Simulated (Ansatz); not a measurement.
**Be (P6_3/mmc, 2 atoms in the cell): zone-centre modes under pressure**

Aim: how do the optical modes of Be (P6_3/mmc, 2 atoms in the cell) move with volume?

Calculated with Ansatz 0.2.0; DFT LDA, scalar-relativistic, plane waves, PAW; PAW set soft_1.

### 1. Set-up

Symmetry: P6_3/mmc, No. 194, hexagonal system. Conventional cell: a = 2.285 Å, b = 2.285 Å, c = 3.584 Å, α = 90.00°, β = 90.00°, γ = 120.00°. Nearest to Be lie 12 Be at 2.23 to 2.29 Å.

### 2. A rough relaxation first

The start is far from rest, so a relaxation with loose tolerances brings it close first.

Contents of input.yaml:

```yaml
crystal:
  lattice:
    - [2.2853, 0.0, 0.0]
    - [-1.14265, 1.9791278553, 0.0]
    - [0.0, 0.0, 3.5842]
  atoms:
    - { symbol: Be, position: [0.33333333, 0.66666667, 0.25] }
    - { symbol: Be, position: [0.66666667, 0.33333333, 0.75] }
kpoints:
  mp_grid: { grid: [9, 9, 6] }
hamiltonian:
  xc: lda
  pseudopotentials: { kind: paw, azcp: { folder: soft_1 }, xc_functional: pbe }
scf:
  occupations: { method: gaussian, width: 0.1 }
output:
  forces: true
  stress: true
  eigenvalues: true
relax:
  adjacent_minimum: "off"
  f_tol: 0.05
  max_steps: 80
  cell: { stress_tol: 0.5 }
```

Launch:

```
ansatz run input.yaml --threads 4 --pin off --max-ram 10240MiB --backend cpu --events-out ev --progress --plain --runs-dir out
```

Numbers of over 12 decimals in the logs are rounded to 6 here.

Output:

```text
The last accepted step is kept in <dir> (removed where the run ends without a failure and the disk answers)
Engine: ansatz 0.2.0, aarch64-unknown-linux-gnu
Pseudopotentials: kind: paw
Pseudopotential: Be, paw, valence charge 2, recommended cutoff 420 eV (normal), soft_1/Be.paw.azcp
Functional definition: SPW92
  exchange = slater_x
  correlation = pw_c
Crystal: 2 atoms, lattice volume = 16.211 Å³
[...]
--- Relaxed structure (4 steps of the walk, 4 accepted, 1 SCFs on fresh bases) ---
  F+E_penalty+E_count = -176.48644765 eV   max|allowed force component| = 1.388e-16 eV/Å   (the final SCF, on the basis selected at the relaxed cell)
  cell:  # Å, volume = 15.1019 Å³
    - [2.235361, 0, 0]
    - [-1.117680, 1.935879, 0]
    - [0, 0, 3.489847]
  atoms:
    - { symbol: Be, position: [0.333333, 0.666667, 0.25] }
    - { symbol: Be, position: [0.666667, 0.333333, 0.750000] }
[key lines of the parts left out:]
SCF converged after 2 iterations
Free energy (F): -176.486448 eV
Fermi energy:    8.028378 eV
P = ⅓ Tr σ = -0.0079 GPa (-0.079 kbar)
```

Run time: 0.68 s. Hardware: 4 threads of Arm Neoverse V2, shared host; peak memory 0.24 GiB; 1.9 s of CPU time.

Relaxation path:

```
step  energy less that of the first step (eV)  largest force component (eV/Å)  pressure (GPa)  volume (Å³)
   1                                   0.0000                          0.0000           -8.36        16.21
   2                                  -0.0254                          0.0000           -3.75        15.56
   3                                  -0.0308                          0.0000            0.40        15.05
   4                                  -0.0309                          0.0000            0.00        15.10
  5*                                  -0.0308                          0.0000           -0.01        15.10
```

Relaxation steps marked * repeat the geometry before them on a plane-wave basis chosen anew for their cell, so energy and pressure can jump there.

The run keeps the 24 symmetry operations that it works with, so distortions that break them were not tested.

```csv
"conventional cell, symmetrised",before,after,change
a (Å),2.285,2.235,-2.2 %
b (Å),2.285,2.235,-2.2 %
c (Å),3.584,3.490,-2.6 %
volume (Å³/atom),8.11,7.55,-6.8 %
```

Final coordinates:

```xyz
2
Lattice="2.2354 0.0000 0.0000 -1.1177 1.9359 0.0000 0.0000 0.0000 3.4898" Properties=species:S:1:pos:R:3 pbc="T T T"
Be    0.0000    1.2906    0.8725
Be    1.1177    0.6453    2.6174
```

This step gave:

```
pressure          : -0.007933 GPa
volume per atom   : 7.551 Å³
gap on the k-mesh : 0 eV
```

In this step the volume went from 8.11 to 7.55 Å³/atom.

### 3. Bringing the structure to rest

Harmonic phonons are second derivatives at a point where the forces vanish, and they are wanted at zero stress, so atoms and cell are relaxed first.

input.yaml, the sections that differ from step 2:

```yaml
crystal:
  lattice:
    - [2.2353605474, 0.0, 0.0]
    - [-1.1176802737, 1.9358790206, 0.0]
    - [0.0, 0.0, 3.4898465795]
  atoms:
    - { symbol: Be, position: [0.3333333333, 0.6666666667, 0.25] }
    - { symbol: Be, position: [0.6666666667, 0.3333333333, 0.75] }
kpoints:
  mp_grid: { grid: [21, 21, 12] }
output:
  forces: true
  stress: true
  eigenvalues: true
  write_density: true
  write_potential: true
  elf: true
  volumetric_format: npy
relax:
  adjacent_minimum: "off"
  f_tol: 0.005
  max_steps: 80
  cell: { stress_tol: 0.05 }
# hamiltonian, scf: as in step 2
```

Output:

```text
[...]
Crystal: 2 atoms, lattice volume = 15.102 Å³
Basis set: ecut = 420 eV, 299 PW (Γ)
Bands: 6, of which v1, the nominal top of the filled ones, is band 2 counted from 1 (1 counted from 0)
Symmetry: 24 space group operations
[...]
k-points: 336 of 5292
[...]
SCF iter   1: F=—  HF=-176.465126 eV  |F-HF|=—  |Δ(HF+E_count)|=         —  Δρ=1.58e-2  dr2=2.75e-2  ethr=3.10e-3  ⟨swp⟩=4.7  Hψ=16888  notcnv=0
[...]
SCF iter   5: F=-176.464953 eV  HF=-176.464953 eV  |F-HF|=5.99e-11  |Δ(HF+E_count)|=   7.57e-9  Δρ=2.02e-6  dr2=2.83e-10  ethr=1.40e-9  ⟨swp⟩=4.4  Hψ=7254  notcnv=0
SCF 1 converged in 5 iterations: F = -176.464953 eV  dr2 = 2.83e-10
[...]
relax step   1: F+E_penalty+E_count = -176.46495254 eV  Δ(F+E_penalty+E_count) = +0.000e0 eV  max|allowed force component| = 1.203e-16 eV/Å  Δτ_max = 0.0000 Å  P = +0.035 GPa  Ω = 15.102 Å³  (5 SCF iters, dr2 threshold 1.00e-7 eV, accepted)
Crystal: 2 atoms, lattice volume = 15.093 Å³
[...]
SCF iter   3: F=-176.466511 eV  HF=-176.466511 eV  |F-HF|=6.33e-10  |Δ(HF+E_count)|=   2.17e-6  Δρ=5.94e-6  dr2=2.10e-9  ethr=5.00e-9  ⟨swp⟩=5.1  Hψ=7953  notcnv=0
SCF 2 converged in 3 iterations: F = -176.466511 eV  dr2 = 2.10e-9
relax step   2: F+E_penalty+E_count = -176.46651072 eV  Δ(F+E_penalty+E_count) = -1.558e-3 eV  max|allowed force component| = 1.203e-16 eV/Å  Δτ_max = 0.0000 Å  P = -0.019 GPa  Ω = 15.093 Å³  energy of the carried Pulay correction = +2.861e-6 eV  (3 SCF iters, dr2 threshold 2.00e-7 eV, accepted)
Crystal: 2 atoms, lattice volume = 15.088 Å³
[...]
SCF iter   3: F=-176.466556 eV  HF=-176.466556 eV  |F-HF|=3.59e-11  |Δ(HF+E_count)|=   1.05e-7  Δρ=1.34e-6  dr2=1.04e-10  ethr=5.00e-9  ⟨swp⟩=5.9  Hψ=6261  notcnv=0
SCF 3 converged in 3 iterations: F = -176.466556 eV  dr2 = 1.04e-10
relax step   3: F+E_penalty+E_count = -176.46655633 eV  Δ(F+E_penalty+E_count) = -4.562e-5 eV  max|allowed force component| = 2.035e-16 eV/Å  Δτ_max = 0.0000 Å  P = -0.004 GPa  Ω = 15.088 Å³  energy of the carried Pulay correction = +3.663e-6 eV  (3 SCF iters, dr2 threshold 2.00e-7 eV, accepted)
[...]
SCF iter   3: F=-176.466554 eV  HF=-176.466554 eV  |F-HF|=2.84e-14  |Δ(HF+E_count)|=  4.00e-10  Δρ=1.47e-8  dr2=1.40e-14  ethr=1.00e-12  ⟨swp⟩=3.0  Hψ=6855  notcnv=0
SCF 4 converged in 3 iterations: F = -176.466554 eV  dr2 = 1.40e-14
relax step   4: F+E_penalty+E_count = -176.46655432 eV  Δ(F+E_penalty+E_count) = +2.011e-6 eV  max|allowed force component| = 1.573e-16 eV/Å  Δτ_max = 0.0000 Å  P = -0.005 GPa  Ω = 15.088 Å³  stress off target by 2.44e-2 GPa  SCF on the basis re-selected at this cell (its energy is not comparable with the rows above)  (3 SCF iters)
[...]
SCF converged after 3 iterations
Free energy (F): -176.466554 eV
[...]
Internal energy: -176.465162 eV  (E = F + TS)
E sigma→0 (E₀):  -176.465858 eV
Entropy (-TS):   -0.001392 eV (-0.696 meV/atom)
Fermi energy:    8.401145 eV
[...]
--- Stress (GPa, compression-positive) ---
        0.005220       0.000000       0.000000
        0.000000       0.005220       0.000000
        0.000000       0.000000      -0.024394
  P = ⅓ Tr σ = -0.0047 GPa (-0.047 kbar)
--- Band table (eV; the first three rows and the last of 336) ---
[...]
--- Relaxed structure (3 steps of the walk, 3 accepted, 1 SCFs on fresh bases) ---
[...]
cell:  # Å, volume = 15.0885 Å³
    - [2.225970, 0.0, 0.0]
    - [-1.112985, 1.927746, 0.0]
    - [0.0, 0.0, 3.516224]
  atoms:
    - { symbol: Be, position: [0.333333, 0.666667, 0.250000] }
    - { symbol: Be, position: [0.666667, 0.333333, 0.750000] }
```

Run time: 2.5 s. Hardware: 4 threads; peak memory 0.32 GiB; 8.8 s of CPU time.

Relaxation path:

```csv
step,energy less that of the first step (eV),largest force component (eV/Å),pressure (GPa),volume (Å³)
1,0.0000,0.0000,0.03,15.10
2,-0.0016,0.0000,-0.02,15.09
3,-0.0016,0.0000,0.00,15.09
4*,-0.0016,0.0000,0.00,15.09
```

Relaxation steps marked * repeat the geometry before them on a plane-wave basis chosen anew for their cell, so energy and pressure can jump there.

Forces are held to the 24 operations that the run works with; a distortion that breaks them can't arise in this run.

```
conventional cell, symmetrised  before  after  change
                         a (Å)   2.235  2.226  -0.4 %
                         b (Å)   2.235  2.226  -0.4 %
                         c (Å)   3.490  3.516  +0.8 %
              volume (Å³/atom)    7.55   7.54  -0.1 %
```

Final coordinates:

```xyz
2
Lattice="2.2260 0.0000 0.0000 -1.1130 1.9277 0.0000 0.0000 0.0000 3.5162" Properties=species:S:1:pos:R:3 pbc="T T T"
Be    0.0000    1.2852    0.8791
Be    1.1130    0.6426    2.6372
```

This step gave:

```yaml
pressure: -0.004651 GPa
volume_per_atom: 7.544 Å³
```

Valence density in the ac plane at fractional y = 0.333, with atoms of Be within 0.2 Å of it. It is the smooth field of the valence electrons, not physical close to the nuclei.

Ten even steps from '0' (0.09 e/Å³) to '9' (0.31 e/Å³):
```
888888999998
888888877788
888888643468
888887510157
888887510157
888888643468
888888877788
888888999998
887888999998
887888999998
888889999999
887889999999
877789999999
877789999999
887889999999
888889999999
887888999998
887888999998
```
Columns run along a (2.2 Å), rows up along c (3.5 Å). Atoms in or near the plane, at fractional coordinates: Be at (0.67, 0.75).

Electrostatic potential energy in the ac plane at fractional y = 0.333, with atoms of Be within 0.2 Å of it. With pseudopotentials it is smooth inside the atoms' cores, unlike the true potential.

Values in eV, 18 rows by 12 columns:
```
  6   7   8   7   6   4   1  -3  -5  -3   1   4
  4   6   7   6   4  -1 -11 -18 -21 -18 -11  -1
  1   5   7   5   1 -10 -22 -29 -31 -29 -22  -9
 -1   5   6   5  -1 -15 -27 -31 -31 -31 -27 -15
 -1   5   6   5  -1 -15 -27 -31 -31 -31 -27 -15
  1   5   7   5   1 -10 -22 -29 -31 -29 -22  -9
  4   6   7   6   4  -1 -11 -18 -21 -18 -11  -1
  6   7   8   7   6   4   1  -3  -5  -3   1   4
  7   7   7   7   7   6   5   4   4   4   5   6
  6   5   5   5   6   6   7   7   7   7   7   6
  4   2   2   3   4   6   7   8   8   8   7   6
  1  -2  -3  -2   1   4   6   8   8   8   6   4
 -1  -6  -8  -6  -1   3   6   7   8   7   6   3
 -1  -6  -8  -6  -1   3   6   7   8   7   6   3
  1  -2  -3  -2   1   4   6   8   8   8   6   4
  4   2   2   3   4   6   7   8   8   8   7   6
  6   5   5   5   6   6   7   7   7   7   7   6
  7   7   7   7   7   6   5   4   4   4   5   6
```
Columns run along a (2.2 Å; values clipped at the 3rd and 97th percentile), rows up along c (3.5 Å). Atoms in or near the plane, at fractional coordinates: Be at (0.67, 0.75).

ELF in the ac plane at fractional y = 0.333, with atoms of Be within 0.2 Å of it. It is the smooth field of the valence electrons, not physical close to the nuclei.

Ten even steps from '_' (0.00) to '@' (0.77):
```
############**++==++**##
**######**++--......--++
**######**--__________--
++######++::__________::
++######++::__________::
**######**--__________--
**######**++--......--++
############**++==++**##
##########%%%%%%%%%%%%%%
##******##%%%%@@@@@@%%%%
**++++++**%%@@@@@@@@@@%%
**==--==**##@@@@@@@@@@##
++--::--++##@@@@@@@@@@##
++--::--++##@@@@@@@@@@##
**==--==**##@@@@@@@@@@##
**++++++**%%@@@@@@@@@@%%
##******##%%%%@@@@@@%%%%
##########%%%%%%%%%%%%%%
```
Columns run along a (2.2 Å), rows up along c (3.5 Å). Atoms in or near the plane, at fractional coordinates: Be at (0.67, 0.75).

In this step the volume went from 7.55 to 7.54 Å³/atom.

### 4. Tight relaxation

Phonons need small forces and stress, so the relaxation is finished with tight tolerances on 24×24×12 k points.

Contents of input.yaml:

```yaml
crystal:
  lattice:
    - [2.225969737, 0.0, 0.0]
    - [-1.1129848685, 1.9277463403, 0.0]
    - [0.0, 0.0, 3.5162244307]
  atoms:
    - { symbol: Be, position: [0.3333333333, 0.6666666667, 0.25] }
    - { symbol: Be, position: [0.6666666667, 0.3333333333, 0.75] }
kpoints:
  mp_grid: { grid: [24, 24, 12] }
hamiltonian:
  xc: lda
  pseudopotentials: { kind: paw, azcp: { folder: soft_1 }, xc_functional: pbe }
scf:
  occupations: { method: methfessel_paxton, width: 0.2 }
output:
  forces: true
  stress: true
  eigenvalues: true
relax:
  adjacent_minimum: "off"
  f_tol: 0.001
  max_steps: 60
  cell: { stress_tol: 0.01 }
```

Output:

```text
[...]
Crystal: 2 atoms, lattice volume = 15.088 Å³
Basis set: ecut = 420 eV, 299 PW (Γ)
Bands: 6, of which v1, the nominal top of the filled ones, is band 2 counted from 1 (1 counted from 0)
Symmetry: 24 space group operations
[...]
k-points: 427 of 6912
[...]
P = ⅓ Tr σ = 0.0067 GPa (0.067 kbar)
--- Band table (eV; the first three rows and the last of 427) ---
[...]
--- Relaxed structure (3 steps of the walk, 3 accepted, 1 SCFs on fresh bases) ---
[...]
cell:  # Å, volume = 15.0929 Å³
    - [2.227825, 0.0, 0.0]
    - [-1.113912, 1.929353, 0.0]
    - [0.0, 0.0, 3.511387]
  atoms:
    - { symbol: Be, position: [0.333333, 0.666667, 0.25] }
    - { symbol: Be, position: [0.666667, 0.333333, 0.75] }
[key lines of the parts left out:]
SCF converged after 3 iterations
Free energy (F): -176.467709 eV
Fermi energy:    8.326948 eV
```

The job ended after 2.8 s (4 threads; peak memory 0.33 GiB; 9.8 s of CPU time).

Relaxation path:

```
step  energy less that of the first step (eV)  largest force component (eV/Å)  pressure (GPa)  volume (Å³)
   1                                   0.0000                          0.0000            0.02        15.09
   2                                  -0.0001                          0.0000            0.02        15.09
   3                                  -0.0001                          0.0000            0.01        15.09
  4*                                  -0.0001                          0.0000            0.01        15.09
```

Relaxation steps marked * repeat the geometry before them on a plane-wave basis chosen anew for their cell, so energy and pressure can jump there.

The run keeps the 24 symmetry operations that it works with, so distortions that break them were not tested.

| conventional cell, symmetrised | before | after | change |
| --- | --- | --- | --- |
| a (Å) | 2.226 | 2.228 | +0.1 % |
| b (Å) | 2.226 | 2.228 | +0.1 % |
| c (Å) | 3.516 | 3.511 | -0.1 % |
| volume (Å³/atom) | 7.54 | 7.55 | +0.0 % |

The relaxed structure:

```xyz
2
Lattice="2.2278 0.0000 0.0000 -1.1139 1.9294 0.0000 0.0000 0.0000 3.5114" Properties=species:S:1:pos:R:3 pbc="T T T"
Be    0.0000    1.2862    0.8778
Be    1.1139    0.6431    2.6335
```

This step gave:

* pressure: 0.006712 GPa
* volume per atom: 7.546 Å³

The forces vanish by symmetry and the pressure is 0.007 GPa, within the tolerances set. The cell now holds 7.55 Å³/atom.

### 5. Modes at rest

Phonons follow from the second derivative of the energy, found here by linear response.

The modes at rest are the reference of the series.

input.yaml, the sections that differ from step 4:

```yaml
crystal:
  lattice:
    - [2.2278249396, 0.0, 0.0]
    - [-1.1139124698, 1.9293529929, 0.0]
    - [0.0, 0.0, 3.5113866065]
  atoms:
    - { symbol: Be, position: [0.3333333333, 0.6666666667, 0.25] }
    - { symbol: Be, position: [0.6666666667, 0.3333333333, 0.75] }
output:
  eigenvalues: true
phonons:
  method: dfpt
# kpoints, hamiltonian, scf: as in step 4
# relax: removed
```

Output:

```text
zone centre: on kpoints.mp_grid the ground state, and the responses unless they are solved on pairs of k-points, stand on 1099 of the mesh's 6912 k-points, reduced under 4 symmetry operations, with k and −k counted as one. Each operation leaves every solved displacement unchanged or reverses it
[...]
Crystal: 2 atoms, lattice volume = 15.093 Å³
Basis set: ecut = 420 eV, 299 PW (Γ), exchange–correlation on 30×30×48 points (8 copies of the dense FFT grid, shifted against one another)
Bands: 6, of which v1, the nominal top of the filled ones, is band 2 counted from 1 (1 counted from 0)
Symmetry: 24 space group operations
k-points: 1099 of 6912 (irreducible under 4 space group operations, time reversal used)
[...]
SCF iter   1: F=—  HF=-176.467323 eV  |F-HF|=—  |Δ(HF+E_count)|=         —  Δρ=1.54e-2  dr2=2.59e-2  ethr=3.10e-3  ⟨swp⟩=4.7  Hψ=54210  notcnv=0
[...]
SCF iter   6: F=-176.467710 eV  HF=-176.467710 eV  |F-HF|=5.68e-13  |Δ(HF+E_count)|=  4.95e-11  S|Δr|=    0.00e0  Δρ=2.15e-7  dr2=4.94e-12  ethr=1.00e-12  ⟨swp⟩=4.7  Hψ=17740  notcnv=0
[...]
SCF 1 converged in 6 iterations: F = -176.467710 eV  dr2 = 4.94e-12
[...]
DFPT response loops at Γ: preconditioner auto → Kerker (q_TF=auto, 2.187 Å⁻¹) (partly filled bands, converged f_vac=0.000); β = 1.00, the filter's whole step (`scf.mixing.beta` (0.50) is not read by the response loops under this deck's `scf.mixing.preconditioner`; to damp them name `kerker` or `kerker_dos`, under which they read `scf.mixing.beta`, and type it under 1.00, their step now; both keys bind the ground state too); Broyden in place of MSR1
SCF converged after 6 iterations
[...]
Free energy (F): -176.467710 eV
[...]
Internal energy: -176.467247 eV  (E = F + TS)
E sigma→0 (E₀):  -176.467594 eV
Entropy (-TS):   -0.000462 eV (-0.231 meV/atom)
Fermi energy:    8.326947 eV
[...]
--- Band table (eV; the first three rows and the last of 1099) ---
[...]
--- Phonons (Γ-DFPT): 2 representative perturbations + reference, on 1099 of 6912 k-points (Σ response iterations 6) ---
  k mesh reduced under 4 symmetry operations, with k and −k counted as one. Each operation leaves every solved displacement unchanged or reverses it
  ASR residual: 2.900e-5 → 0.000e0 eV/Å²; symmetrization residual: 7.105e-15 eV/Å²
  ASR residual per site (eV/Å²): 2.90e-5 2.90e-5
  Γ frequencies (cm⁻¹): 0.00 0.00 0.00 478.27 478.27 715.09
  non-analytic LO–TO correction: not included (Born effective charges unavailable; polar crystals: no LO–TO splitting at Γ)
```

The job ended after 5 s (4 threads; peak memory 0.55 GiB).

The column dr2 measures how far the density is from self-consistency, as an energy; F and HF (Harris–Foulkes) agree once it is small.

Numbers from this step:

```yaml
sum_rule_residual_before_enforcement: 2.90e-5 eV/Å²
point_group: 6/mmm
highest_optical_mode_at_the_zone_centre_no_lo_to_term: 715.1 cm⁻¹
lowest_optical_zone_centre_mode: 478.3 cm⁻¹
```

Patterns of degenerate modes are one choice out of their space. Modes at Γ:

```
mode  frequency (cm⁻¹)  symmetry
   1               0.0  acoustic
   2               0.0  acoustic
   3               0.0  acoustic
   4             478.3       E2g
   5             478.3       E2g
   6             715.1       B1g
```

Displacements in mode 5 (478.3 cm⁻¹), the largest set to 1:
```
Be1  1.00  0.00  0.00
Be2 -1.00  0.00  0.00
```

Displacements in mode 6 (715.1 cm⁻¹), the largest set to 1:
```
Be1  0.00  0.00 -1.00
Be2  0.00  0.00  1.00
```

Before it was imposed, the acoustic sum rule was missed by 2.9e-5 eV/Å². Small misses are needed for a sound result but don't prove that mesh and cutoff are converged. The lowest optical mode is real, 478 cm⁻¹.

### 6. A member of the series: 1.06 times the volume at rest

The cell is set to 1.06 times the volume at rest, and shape and atoms relax at that volume.

input.yaml, the sections that differ from step 5:

```yaml
crystal:
  lattice:
    - [2.2730535412, 0.0, 0.0]
    - [-1.1365267706, 1.9685221108, 0.0]
    - [0.0, 0.0, 3.5754219767]
  atoms:
    - { symbol: Be, position: [0.3333333333, 0.6666666667, 0.25] }
    - { symbol: Be, position: [0.6666666667, 0.3333333333, 0.75] }
output:
  forces: true
  stress: true
  eigenvalues: true
relax:
  adjacent_minimum: "off"
  f_tol: 0.001
  max_steps: 60
  cell: { stress_tol: 0.01, fix: [volume] }
# kpoints, hamiltonian, scf: as in step 5
# phonons: removed
```

Output:

```text
[...]
Crystal: 2 atoms, lattice volume = 15.998 Å³
Basis set: ecut = 420 eV, 311 PW (Γ)
Bands: 6, of which v1, the nominal top of the filled ones, is band 2 counted from 1 (1 counted from 0)
Symmetry: 24 space group operations
[...]
k-points: 427 of 6912
[...]
P = ⅓ Tr σ = -6.9194 GPa (-69.194 kbar)
--- Band table (eV; the first three rows and the last of 427) ---
[...]
--- Relaxed structure (3 steps of the walk, 3 accepted, 1 SCFs on fresh bases) ---
[...]
cell:  # Å, volume = 15.9984 Å³
    - [2.273832, 0.0, 0.0]
    - [-1.136916, 1.969197, 0]
    - [0.0, 0, 3.572973]
  atoms:
    - { symbol: Be, position: [0.333333, 0.666667, 0.25] }
    - { symbol: Be, position: [0.666667, 0.333333, 0.75] }
[key lines of the parts left out:]
SCF converged after 3 iterations
Free energy (F): -176.447335 eV
Fermi energy:    7.783788 eV
```

Wall time 2.7 s (4 threads); peak memory 0.33 GiB.

Little changed from the start: no atom moved by 0.005 Å and no cell edge by 0.1 %.

Numbers from this step:

| Quantity | Value |
| --- | --- |
| pressure | -6.919 GPa |
| volume per atom | 7.999 Å³ |

The forces vanish by symmetry, at a pressure of -6.92 GPa.

(Part 1 of 2 ends here.)

[Logs are printed without paths, hosts, clocks, repeated set-up lines and the standing remarks that a program may print on its own settings, such as how far it seeks lower states.]

[Hosts, paths, dates, database ids (printed as entryN), source tags and the programs' standing remarks are cut or masked in the printed files.]
